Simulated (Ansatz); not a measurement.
# GaSb (F-43m): phonons at finite temperature

Aim: the vibrations and stability of GaSb with thermal and zero-point motion included.

Calculated with Ansatz 0.2.0; DFT PBEsol, scalar-relativistic, plane waves, PAW; PAW set soft_1.

This is a report of a sequence of runs, with most program output left out.

The database entry behind the starting cell differs from later determinations by our own check (about 0.4 % long), so it need not match the best structure at ambient conditions.

**1. Set-up**

It takes space group F-43m (No. 216, cubic). The conventional cell has a = 6.118 Å, b = 6.118 Å, c = 6.118 Å, α = 90.00°, β = 90.00°, γ = 90.00°. Ga has 4 Sb at 2.65 Å nearest. Nearest to Sb lie 4 Ga at 2.65 Å. Farther neighbours are not listed.

**2. Probe on a coarse mesh**

A cheap single point shows whether the cell is a metal or an insulator and how far it is from rest; that sets the k-mesh and the occupations of what follows.

File input.yaml:

```yaml
crystal:
  lattice:
    - [0.0, 3.059, 3.059]
    - [3.059, 0.0, 3.059]
    - [3.059, 3.059, 0.0]
  atoms:
    - { symbol: Ga, position: [0.0, 0.0, 0.0] }
    - { symbol: Sb, position: [0.25, 0.25, 0.25] }
kpoints:
  mp_grid: { grid: [6, 6, 6] }
hamiltonian:
  xc: pbesol
  pseudopotentials: { kind: paw, azcp: { folder: soft_1 }, xc_functional: pbe }
scf:
  occupations: { method: gaussian, width: 0.1 }
  lower_state_search: "off"
output:
  forces: true
  stress: true
  eigenvalues: true
```

Launch:

```bash
$ ansatz run input.yaml --threads 8 --pin off --max-ram 16384MiB --backend cpu --events-out ev --progress --plain --runs-dir out
```

Elapsed: 0.51 s, on 8 threads of Arm Neoverse V1, shared host; peak memory 0.36 GiB.

Numbers from this step:

```
pressure          : -0.07237 GPa
volume per atom   : 28.62 Å³/atom
gap on the k-mesh : 0 eV
```

The start is under -0.072 GPa at this level and looks like a metal on this mesh.

**3. Relaxation**

The vibrations must be taken about the equilibrium of this functional, not about the starting cell, so the structure is relaxed.

Edit input.yaml of step 2 so:

```diff
@@ -9,3 +9,3 @@
 kpoints:
-  mp_grid: { grid: [6, 6, 6] }
+  mp_grid: { grid: [12, 12, 12] }
 hamiltonian:
@@ -20 +20,10 @@
   eigenvalues: true
+  write_density: true
+  write_potential: true
+  elf: true
+  volumetric_format: npy
+relax:
+  adjacent_minimum: "off"
+  f_tol: 0.005
+  max_steps: 80
+  cell: { stress_tol: 0.05 }
```

The job ended after 3.7 s (8 threads; peak memory 0.5 GiB; 25 s of CPU time).

Step by step:

| step | energy less that of the first step (eV) | largest force component (eV/Å) | pressure (GPa) | volume (Å³) |
| --- | --- | --- | --- | --- |
| 1 | 0.0000 | 0.0000 | -0.16 | 57.25 |
| 2 | -0.0001 | 0.0000 | 0.05 | 57.02 |
| 3* | -0.0001 | 0.0000 | 0.05 | 57.02 |

Relaxation steps marked * repeat the geometry before them on a plane-wave basis chosen anew for their cell, so energy and pressure can jump there.

The run keeps the 24 symmetry operations that it works with, so distortions that break them were not tested.

| conventional cell, symmetrised | before | after | change |
| --- | --- | --- | --- |
| a (Å) | 6.118 | 6.110 | -0.1 % |
| b (Å) | 6.118 | 6.110 | -0.1 % |
| c (Å) | 6.118 | 6.110 | -0.1 % |
| volume (Å³/atom) | 28.62 | 28.51 | -0.4 % |

The relaxed structure:

```xyz
2
Lattice="0.0000 3.0549 3.0549 3.0549 0.0000 3.0549 3.0549 3.0549 0.0000" Properties=species:S:1:pos:R:3 pbc="T T T"
Ga    0.0000    0.0000    0.0000
Sb    1.5274    1.5274    1.5274
```

This step gave:

- pressure: 0.04935 GPa
- volume per atom: 28.51 Å³/atom

Electrostatic potential energy in the ac plane of a cell with a along [110], b along [-110] and c along [001] of the cube at fractional y = 0.500, with atoms of Ga and Sb within 0.2 Å of it. With pseudopotentials it is smooth inside the atoms' cores, unlike the true potential.

Values in eV, 9 rows by 16 columns, each cell a mean:
```
 11  11  11  11  11  11  11  11  11  11  11  11  11  11  11  11
 11  11  11  11  11  11  11  11  11  11  11  11  11  11  11  11
 11  11  10   7   6   9  11  11  11  11  10   7   6   9  11  11
 11  10   2   6  10   1   8  11  11  10   2   6  10   1   8  11
  7   7   0  21  24   4   5   7   7   7   0  21  24   4   5   7
-21  -6   2   2   4   1  -1 -18 -21  -6   2   2   4   1  -1 -18
-32 -24   3   8   9   6 -15 -32 -32 -24   3   8   9   6 -15 -32
-28 -13   6  11  11   8  -5 -26 -28 -13   6  11  11   8  -5 -26
  3   7  10  11  11  11   8   4   3   7  10  11  11  11   8   4
```
Columns run along a (8.6 Å; values clipped at the 3rd and 97th percentile), rows up along c (6.1 Å), edges of the conventional cell, whose origin can differ from the input's. Atoms in or near the plane, at fractional coordinates: Ga at (0.75, 0.50), Ga at (0.25, 0.50), Sb at (0.50, 0.25), Sb at (0.00, 0.25).

ELF in the ac plane of a cell with a along [110], b along [-110] and c along [001] of the cube at fractional y = 0.500, with atoms of Ga and Sb within 0.2 Å of it. It is the smooth field of the valence electrons, not physical close to the nuclei.

Values, 9 rows by 16 columns, each cell a mean:
```
0.18 0.10 0.04 0.02 0.02 0.03 0.08 0.16 0.18 0.10 0.04 0.02 0.02 0.03 0.08 0.16
0.02 0.02 0.05 0.10 0.11 0.07 0.03 0.02 0.02 0.02 0.05 0.10 0.11 0.07 0.03 0.02
0.02 0.07 0.20 0.29 0.30 0.24 0.10 0.02 0.02 0.07 0.20 0.29 0.30 0.24 0.10 0.02
0.12 0.22 0.27 0.20 0.17 0.26 0.25 0.14 0.12 0.22 0.27 0.20 0.17 0.26 0.25 0.14
0.47 0.52 0.31 0.08 0.08 0.24 0.48 0.49 0.47 0.52 0.31 0.08 0.08 0.24 0.48 0.49
0.31 0.52 0.55 0.28 0.24 0.46 0.59 0.35 0.31 0.52 0.55 0.28 0.24 0.46 0.59 0.35
0.06 0.29 0.56 0.40 0.33 0.55 0.40 0.09 0.06 0.29 0.56 0.40 0.33 0.55 0.40 0.09
0.21 0.38 0.43 0.17 0.11 0.37 0.42 0.25 0.21 0.38 0.43 0.17 0.11 0.37 0.42 0.25
0.47 0.41 0.20 0.04 0.03 0.14 0.36 0.46 0.47 0.41 0.20 0.04 0.03 0.14 0.36 0.46
```
Columns run along a (8.6 Å), rows up along c (6.1 Å), edges of the conventional cell, whose origin can differ from the input's. Atoms in or near the plane, at fractional coordinates: Ga at (0.75, 0.50), Ga at (0.25, 0.50), Sb at (0.50, 0.25), Sb at (0.00, 0.25).

Valence density in the ac plane of a cell with a along [110], b along [-110] and c along [001] of the cube at fractional y = 0.500, with atoms of Ga and Sb within 0.2 Å of it. It is the smooth field of the valence electrons, not physical close to the nuclei.

Ten steps, logarithmic in the rise over the least value, from '0' (0 e/Å³) to '9' (33 e/Å³), each cell a mean:
```
000000000000000000000000
000000000000000000000000
000000000000000000000000
000000000000000000000000
000000000000000000000000
000011210000000011210000
000125631000000125631000
000148962100000148962100
111137852111111137852111
321123321122321123321122
642111111235642111111235
863100001257863100001257
763100000247763100000247
431000000124431000000124
110000000011110000000011
000000000000000000000000
```
Columns run along a (8.6 Å), rows up along c (6.1 Å), edges of the conventional cell, whose origin can differ from the input's. Atoms in or near the plane, at fractional coordinates: Ga at (0.75, 0.50), Ga at (0.25, 0.50), Sb at (0.50, 0.25), Sb at (0.00, 0.25).

**4. Tight relaxation**

The relaxation is repeated with tighter thresholds on force and stress, since phonons are sensitive to what is left; a change of mesh or smearing in the input moves the cell too.

input.yaml, the sections that differ from step 3:

```yaml
crystal:
  lattice:
    - [0.0, 3.0548771247, 3.0548771247]
    - [3.0548771247, 0.0, 3.0548771247]
    - [3.0548771247, 3.0548771247, 0.0]
  atoms:
    - { symbol: Ga, position: [0.0, 0.0, 0.0] }
    - { symbol: Sb, position: [0.25, 0.25, 0.25] }
scf:
  occupations: { method: methfessel_paxton, width: 0.2 }
  lower_state_search: "off"
output:
  forces: true
  stress: true
  eigenvalues: true
relax:
  adjacent_minimum: "off"
  f_tol: 0.001
  max_steps: 60
  cell: { stress_tol: 0.01 }
# kpoints, hamiltonian: as in step 3
```

Wall time 4.3 s (8 threads); peak memory 0.5 GiB; 30 s of CPU time.

Little changed from the start: no atom moved by 0.005 Å and no cell edge by 0.1 %.

This step gave:

```
pressure        : -8.69e-5 GPa
volume per atom : 28.53 Å³/atom
```

The residual pressure is -8.7e-5 GPa, small enough for phonons.

**5. Self-consistent phonons**

Harmonic theory ignores how far atoms move; here frames sampled at temperature supply the forces, and the run stops at an error target or a frame limit.

File input.yaml:

```yaml
crystal:
  lattice:
    - [0.0, 3.0557683151, 3.0557683151]
    - [3.0557683151, 0.0, 3.0557683151]
    - [3.0557683151, 3.0557683151, 0.0]
  atoms:
    - { symbol: Ga, position: [0.0, 0.0, 0.0] }
    - { symbol: Sb, position: [0.25, 0.25, 0.25] }
kpoints:
  mp_grid: { grid: [8, 8, 8] }
hamiltonian:
  xc: pbesol
  pseudopotentials: { kind: paw, azcp: { folder: soft_1 }, xc_functional: pbe }
scf:
  occupations: { method: methfessel_paxton, width: 0.2 }
  lower_state_search: "off"
output:
  stress: true
  eigenvalues: true
phonons:
  method: fd
  supercell: [2, 2, 2]
  temperatures: { t_max: 1000, t_step: 50 }
  qpath:
    path:
      - [[0.0, 0.0, 0.0], [-0.5, -0.5, 0.0], [-0.375, -0.375, 0.25]]
      - [[-0.375, 0.0, 0.375], [0.0, 0.0, 0.0], [0.0, 0.0, 0.5], [-0.5, -0.25, 0.25], [-0.5, -0.5, 0.0]]
    npoints: 10
  self_consistent:
    temperatures: [150.0, 300.0, 450.0, 600.0, 800.0]
    max_frames: 32
    max_frequency_error: 3.0
  dielectric: false
  interpolated_qmesh: [11, 11, 11]
```

Wall time 27 min (8 threads); peak memory 3.6 GiB.

Numbers from this step:

| Quantity | Value |
| --- | --- |
| point group | -43m |
| frames solved | 28 |
| pressure of the lattice at rest | -0.006237 GPa |

150 K; each column in its own order of rank; one wavevector of each set of like ones; translations left out; no LO-TO term. Modes at 150K, by row:

| q1 | q2 | q3 | rank | harmonic (cm⁻¹) | gaussian (cm⁻¹) | gaussian error (cm⁻¹) | hessian (cm⁻¹) | hessian error (cm⁻¹) | path integral (cm⁻¹) | path integral error (cm⁻¹) |
| --- | --- | --- | --- | --- | --- | --- | --- | --- | --- | --- |
| 0 | 0 | 0 | 1 | 218.2 | 216.8 | 0.4 | 213.1 | 1.1 | 212.6 | 0.6 |
| 0 | 0 | 0 | 2 | 218.2 | 216.8 | 0.4 | 213.1 | 1.1 | 212.6 | 0.6 |
| 0 | 0 | 0 | 3 | 218.2 | 216.8 | 0.4 | 213.1 | 1.1 | 212.6 | 0.6 |
| 0 | 0 | 0.5 | 1 | 41.5 | 41 | 0.1 | 40.6 | 0.2 | 40.6 | 0.1 |
| 0 | 0 | 0.5 | 2 | 41.5 | 41 | 0.1 | 40.6 | 0.2 | 40.6 | 0.1 |
| 0 | 0 | 0.5 | 3 | 150.2 | 148.8 | 0.1 | 148.1 | 0.5 | 147.9 | 0.2 |
| 0 | 0 | 0.5 | 4 | 196.3 | 195.7 | 0.6 | 194.2 | 0.9 | 193.9 | 0.4 |
| 0 | 0 | 0.5 | 5 | 213.1 | 211.9 | 0.2 | 209.3 | 0.5 | 209.1 | 0.2 |
| 0 | 0 | 0.5 | 6 | 213.1 | 211.9 | 0.2 | 209.3 | 0.5 | 209.1 | 0.2 |
| 0 | 0.5 | 0.5 | 1 | 51.6 | 51 | 0.1 | 50.2 | 0.4 | 50.2 | 0.1 |
| 0 | 0.5 | 0.5 | 2 | 51.6 | 51 | 0.1 | 50.2 | 0.4 | 50.2 | 0.1 |
| 0 | 0.5 | 0.5 | 3 | 155.6 | 154.4 | 0.4 | 153.7 | 0.5 | 153.7 | 0.4 |
| 0 | 0.5 | 0.5 | 4 | 203.5 | 201.9 | 0.2 | 200.5 | 1.1 | 200.2 | 0.2 |
| 0 | 0.5 | 0.5 | 5 | 204 | 203.4 | 0.3 | 201.5 | 0.4 | 201.1 | 0.4 |
| 0 | 0.5 | 0.5 | 6 | 204 | 203.4 | 0.3 | 201.5 | 0.4 | 201.1 | 0.4 |

300 K; each column in its own order of rank; one wavevector of each set of like ones; translations left out; no LO-TO term. Modes at 300K, by row:

| q1 | q2 | q3 | rank | harmonic (cm⁻¹) | gaussian (cm⁻¹) | gaussian error (cm⁻¹) | hessian (cm⁻¹) | hessian error (cm⁻¹) | path integral (cm⁻¹) | path integral error (cm⁻¹) |
| --- | --- | --- | --- | --- | --- | --- | --- | --- | --- | --- |
| 0 | 0 | 0 | 1 | 218.2 | 215.6 | 0.3 | 208.8 | 0.5 | 206.8 | 0.6 |
| 0 | 0 | 0 | 2 | 218.2 | 215.6 | 0.3 | 208.8 | 0.5 | 206.8 | 0.6 |
| 0 | 0 | 0 | 3 | 218.2 | 215.6 | 0.3 | 208.8 | 0.5 | 206.8 | 0.6 |
| 0 | 0 | 0.5 | 1 | 41.5 | 40.7 | 0.1 | 39.9 | 0.1 | 39.8 | 0.1 |
| 0 | 0 | 0.5 | 2 | 41.5 | 40.7 | 0.1 | 39.9 | 0.1 | 39.8 | 0.1 |
| 0 | 0 | 0.5 | 3 | 150.2 | 147.7 | 0.2 | 146.4 | 0.3 | 146.4 | 0.2 |
| 0 | 0 | 0.5 | 4 | 196.3 | 194.4 | 0.5 | 191.5 | 0.6 | 191.1 | 0.5 |
| 0 | 0 | 0.5 | 5 | 213.1 | 210.5 | 0.1 | 205.5 | 0.3 | 204.4 | 0.2 |
| 0 | 0 | 0.5 | 6 | 213.1 | 210.5 | 0.1 | 205.5 | 0.3 | 204.4 | 0.2 |
| 0 | 0.5 | 0.5 | 1 | 51.6 | 50.7 | 0.1 | 49.2 | 0.2 | 49 | 0.1 |
| 0 | 0.5 | 0.5 | 2 | 51.6 | 50.7 | 0.1 | 49.2 | 0.2 | 49 | 0.1 |
| 0 | 0.5 | 0.5 | 3 | 155.6 | 153.1 | 0.4 | 151.8 | 0.4 | 151.5 | 0.4 |
| 0 | 0.5 | 0.5 | 4 | 203.5 | 200.5 | 0.2 | 197.8 | 0.5 | 197 | 0.3 |
| 0 | 0.5 | 0.5 | 5 | 204 | 202.1 | 0.2 | 198.3 | 0.2 | 197.7 | 0.3 |
| 0 | 0.5 | 0.5 | 6 | 204 | 202.1 | 0.2 | 198.3 | 0.2 | 197.7 | 0.3 |

450 K; each column in its own order of rank; one wavevector of each set of like ones; translations left out; no LO-TO term. Modes at 450K, by row:

| q1 | q2 | q3 | rank | harmonic (cm⁻¹) | gaussian (cm⁻¹) | gaussian error (cm⁻¹) | hessian (cm⁻¹) | hessian error (cm⁻¹) | path integral (cm⁻¹) | path integral error (cm⁻¹) |
| --- | --- | --- | --- | --- | --- | --- | --- | --- | --- | --- |
| 0 | 0 | 0 | 1 | 218.2 | 214.2 | 0.2 | 204.4 | 0.5 | 200.4 | 0.9 |
| 0 | 0 | 0 | 2 | 218.2 | 214.2 | 0.2 | 204.4 | 0.5 | 200.4 | 0.9 |
| 0 | 0 | 0 | 3 | 218.2 | 214.2 | 0.2 | 204.4 | 0.5 | 200.4 | 0.9 |
| 0 | 0 | 0.5 | 1 | 41.5 | 40.4 | 0.1 | 39.2 | 0.1 | 39.2 | 0.1 |
| 0 | 0 | 0.5 | 2 | 41.5 | 40.4 | 0.1 | 39.2 | 0.1 | 39.2 | 0.1 |
| 0 | 0 | 0.5 | 3 | 150.2 | 146.5 | 0.2 | 144.5 | 0.2 | 144 | 0.4 |
| 0 | 0 | 0.5 | 4 | 196.3 | 193.1 | 0.3 | 188.9 | 0.4 | 188.1 | 0.8 |
| 0 | 0 | 0.5 | 5 | 213.1 | 209 | 0.1 | 201.8 | 0.2 | 200.4 | 0.9 |
| 0 | 0 | 0.5 | 6 | 213.1 | 209 | 0.1 | 201.8 | 0.2 | 200.4 | 0.9 |
| 0 | 0.5 | 0.5 | 1 | 51.6 | 50.2 | 0.2 | 47.9 | 0.2 | 47.9 | 0.2 |
| 0 | 0.5 | 0.5 | 2 | 51.6 | 50.2 | 0.2 | 47.9 | 0.2 | 47.9 | 0.2 |
| 0 | 0.5 | 0.5 | 3 | 155.6 | 152.1 | 0.2 | 150.1 | 0.4 | 149.6 | 0.4 |
| 0 | 0.5 | 0.5 | 4 | 203.5 | 199.2 | 0.2 | 195.2 | 0.3 | 194.2 | 0.7 |
| 0 | 0.5 | 0.5 | 5 | 204 | 200.8 | 0.1 | 195.3 | 0.2 | 194.5 | 0.8 |
| 0 | 0.5 | 0.5 | 6 | 204 | 200.8 | 0.1 | 195.3 | 0.2 | 194.5 | 0.8 |

600 K; each column in its own order of rank; one wavevector of each set of like ones; translations left out; no LO-TO term. Modes at 600K, by row:

| q1 | q2 | q3 | rank | harmonic (cm⁻¹) | gaussian (cm⁻¹) | gaussian error (cm⁻¹) | hessian (cm⁻¹) | hessian error (cm⁻¹) | path integral (cm⁻¹) | path integral error (cm⁻¹) |
| --- | --- | --- | --- | --- | --- | --- | --- | --- | --- | --- |
| 0 | 0 | 0 | 1 | 218.2 | 212.7 | 0.3 | 200.1 | 1.1 | 196 | 0.9 |
| 0 | 0 | 0 | 2 | 218.2 | 212.7 | 0.3 | 200.1 | 1.1 | 196 | 0.9 |
| 0 | 0 | 0 | 3 | 218.2 | 212.7 | 0.3 | 200.1 | 1.1 | 196 | 0.9 |
| 0 | 0 | 0.5 | 1 | 41.5 | 40.1 | 0.6 | 38.6 | 0.7 | 38.6 | 0.2 |
| 0 | 0 | 0.5 | 2 | 41.5 | 40.1 | 0.6 | 38.6 | 0.7 | 38.6 | 0.2 |
| 0 | 0 | 0.5 | 3 | 150.2 | 145 | 0.5 | 142.4 | 0.7 | 141.8 | 0.5 |
| 0 | 0 | 0.5 | 4 | 196.3 | 191.8 | 0.4 | 186.2 | 0.8 | 184 | 0.5 |
| 0 | 0 | 0.5 | 5 | 213.1 | 207.5 | 0.5 | 198.3 | 0.9 | 194.5 | 0.7 |
| 0 | 0 | 0.5 | 6 | 213.1 | 207.5 | 0.5 | 198.3 | 0.9 | 194.5 | 0.7 |
| 0 | 0.5 | 0.5 | 1 | 51.6 | 49.9 | 0.5 | 46.8 | 0.7 | 46.7 | 0.3 |
| 0 | 0.5 | 0.5 | 2 | 51.6 | 49.9 | 0.5 | 46.8 | 0.7 | 46.7 | 0.3 |
| 0 | 0.5 | 0.5 | 3 | 155.6 | 151.1 | 0.4 | 148.5 | 0.6 | 147.6 | 0.4 |
| 0 | 0.5 | 0.5 | 4 | 203.5 | 197.6 | 0.2 | 192.3 | 0.5 | 190 | 0.7 |
| 0 | 0.5 | 0.5 | 5 | 204 | 199.7 | 0.3 | 192.5 | 0.6 | 190 | 0.6 |
| 0 | 0.5 | 0.5 | 6 | 204 | 199.7 | 0.3 | 192.5 | 0.6 | 190 | 0.7 |

800 K; each column in its own order of rank; one wavevector of each set of like ones; translations left out; no LO-TO term. Modes at 800K, by row:

| q1 | q2 | q3 | rank | harmonic (cm⁻¹) | gaussian (cm⁻¹) | gaussian error (cm⁻¹) | hessian (cm⁻¹) | hessian error (cm⁻¹) | path integral (cm⁻¹) | path integral error (cm⁻¹) |
| --- | --- | --- | --- | --- | --- | --- | --- | --- | --- | --- |
| 0 | 0 | 0 | 1 | 218.2 | 211 | 2.6 | 195.1 | 7 | 187.4 | 1.3 |
| 0 | 0 | 0 | 2 | 218.2 | 211 | 2.6 | 195.1 | 7 | 187.4 | 1.3 |
| 0 | 0 | 0 | 3 | 218.2 | 211 | 2.6 | 195.1 | 7 | 187.4 | 1.3 |
| 0 | 0 | 0.5 | 1 | 41.5 | 39.6 | 2.9 | 37.6 | 3.5 | 37.4 | 0.4 |
| 0 | 0 | 0.5 | 2 | 41.5 | 39.6 | 2.9 | 37.6 | 3.5 | 37.4 | 0.4 |
| 0 | 0 | 0.5 | 3 | 150.2 | 142.8 | 2 | 139.4 | 2.8 | 137.8 | 1.3 |
| 0 | 0 | 0.5 | 4 | 196.3 | 189.9 | 2.6 | 182.7 | 4.6 | 180.4 | 1.2 |
| 0 | 0 | 0.5 | 5 | 213.1 | 205.7 | 2.1 | 193.9 | 5.2 | 188.5 | 0.9 |
| 0 | 0 | 0.5 | 6 | 213.1 | 205.7 | 2.1 | 193.9 | 5.2 | 188.5 | 0.9 |
| 0 | 0.5 | 0.5 | 1 | 51.6 | 49 | 2.8 | 45 | 4 | 44.9 | 0.6 |
| 0 | 0.5 | 0.5 | 2 | 51.6 | 49 | 2.8 | 45 | 4 | 44.9 | 0.6 |
| 0 | 0.5 | 0.5 | 3 | 155.6 | 149.2 | 2 | 145.8 | 2.9 | 144.2 | 1 |
| 0 | 0.5 | 0.5 | 4 | 203.5 | 195.2 | 1.9 | 188.3 | 3.7 | 184.8 | 0.9 |
| 0 | 0.5 | 0.5 | 5 | 204 | 198.2 | 2.3 | 189 | 4.7 | 185.2 | 1.1 |
| 0 | 0.5 | 0.5 | 6 | 204 | 198.2 | 2.3 | 189 | 4.7 | 185.2 | 1.1 |

By temperature, by row:

| T (K) | verdict | pressure (GPa) | error (GPa) | vibrational free energy (eV/cell) | entropy (J/mol-cell/K) | free energy beyond the Gaussian (eV/cell) | mean-square displacement of the first Ga, sum over three axes, rings (Å²) | rings doubtful |
| --- | --- | --- | --- | --- | --- | --- | --- | --- |
| 150 | stable | 0.0407 | 0.12 | 0.01938 | 43.69 | -2.49e-4 | 0.02157 | false |
| 300 | stable | 0.1365 | 0.06 | -0.07355 | 73.15 | -0.00113 | 0.04371 | false |
| 450 | stable | 0.2414 | 0.02 | -0.2027 | 91.82 | -0.00241 | 0.06763 | false |
| 600 | stable | 0.327 | 0.043 | -0.3563 | 105.4 | -0.00435 | 0.09374 | false |
| 800 | stable | 0.4294 | 0.16 | -0.5897 | 119.2 | -0.00835 | 0.1339 | false |

The lowest frequency on the supercell's wavevectors (translations apart) by temperature:

| temperature (K) | harmonic (cm⁻¹) | gaussian (cm⁻¹) | hessian (cm⁻¹) | path integral (cm⁻¹) |
| --- | --- | --- | --- | --- |
| 150 | 41.5 | 41.0 | 40.6 | 40.6 |
| 300 | 41.5 | 40.7 | 39.9 | 39.8 |
| 450 | 41.5 | 40.4 | 39.2 | 39.2 |
| 600 | 41.5 | 40.1 | 38.6 | 38.6 |
| 800 | 41.5 | 39.6 | 37.6 | 37.4 |

Free-energy Hessian at 800 K, interpolated by phonopy, no LO-TO term. The phonon branches at the labelled points (cm⁻¹):

| point | branch 1 | branch 2 | branch 3 | branch 4 | branch 5 | branch 6 |
| --- | --- | --- | --- | --- | --- | --- |
| Γ | 0 | 0 | 0 | 195 | 195 | 195 |
| halfway | 33 | 33 | 95 | 193 | 193 | 197 |
| X | 45 | 45 | 146 | 188 | 189 | 189 |
| halfway | 45 | 59 | 144 | 180 | 190 | 195 |
| U | 43 | 80 | 138 | 173 | 190 | 198 |
| jump to K | 43 | 80 | 138 | 173 | 191 | 198 |
| halfway | 29 | 53 | 96 | 190 | 194 | 196 |
| Γ | 0 | 0 | 0 | 195 | 195 | 195 |
| halfway | 26 | 26 | 88 | 194 | 194 | 194 |
| L | 38 | 38 | 139 | 183 | 194 | 194 |
| halfway | 44 | 72 | 135 | 175 | 192 | 198 |
| W | 65 | 74 | 137 | 169 | 191 | 199 |
| halfway | 55 | 60 | 142 | 177 | 190 | 197 |
| X | 45 | 45 | 146 | 188 | 189 | 189 |

The lowest frequency on the supercell's wavevectors (translations apart) is 41.5 cm⁻¹ at 300 K (harmonic); 40.7 cm⁻¹ at 300 K (gaussian); 39.9 cm⁻¹ at 300 K (hessian). The highest branch reaches 199 cm⁻¹ on this path, between K and Γ.

**6. Results**

```yaml
150_k: stable; softest mode 40.6 cm⁻¹ (harmonic 41.5); pressure 0.0407 GPa
300_k: stable; softest mode 39.9 cm⁻¹ (harmonic 41.5); pressure 0.137 GPa
450_k: stable; softest mode 39.2 cm⁻¹ (harmonic 41.5); pressure 0.241 GPa
600_k: stable; softest mode 38.6 cm⁻¹ (harmonic 41.5); pressure 0.327 GPa
800_k: stable; softest mode 37.6 cm⁻¹ (harmonic 41.5); pressure 0.429 GPa
```

What this shows: At fixed cell GaSb is judged stable at 150 K, stable at 300 K, stable at 450 K, stable at 600 K and stable at 800 K. The crystal is harmonically stable on these wavevectors; at fixed cell its lowest frequency is 41.5 cm⁻¹ in the harmonic picture and 37.6 cm⁻¹ from the free energy at 800 K. At 800 K the largest relative shift among harmonically stable modes above 20 cm⁻¹ that exceeds three times its error is at q = (0, 0, 0): 218 cm⁻¹ becomes 195 ± 7 cm⁻¹, matching modes by rank. The pressure column includes -0.0062 GPa of the lattice at rest on the supercell's coarser k-mesh; in the Gaussian the ions' motion adds +0.44 GPa at 800 K, from the supercell's own modes alone. The cell is held fixed, the 16-atom supercell samples only its own wavevectors, and linewidths are not included; the verdicts are statistical. The PAW files were made for PBE and are used here under another functional, for which the program regenerates the frozen cores. This functional closes the gap of a crystal that is a semiconductor, so the runs use smearing; on a Γ-centred mesh partly filled states at the band edge can then soften the optical modes and make the results hang on the k-mesh, which was not tested here.

[Logs are printed without paths, hosts, clocks, repeated set-up lines and the standing remarks that a program may print on its own settings, such as how far it seeks lower states.]

[Hosts, paths, dates, database ids (printed as entryN), source tags and the programs' standing remarks are cut or masked in the printed files.]

[A step with changed settings may run another functional than the one named; its input shows which.]
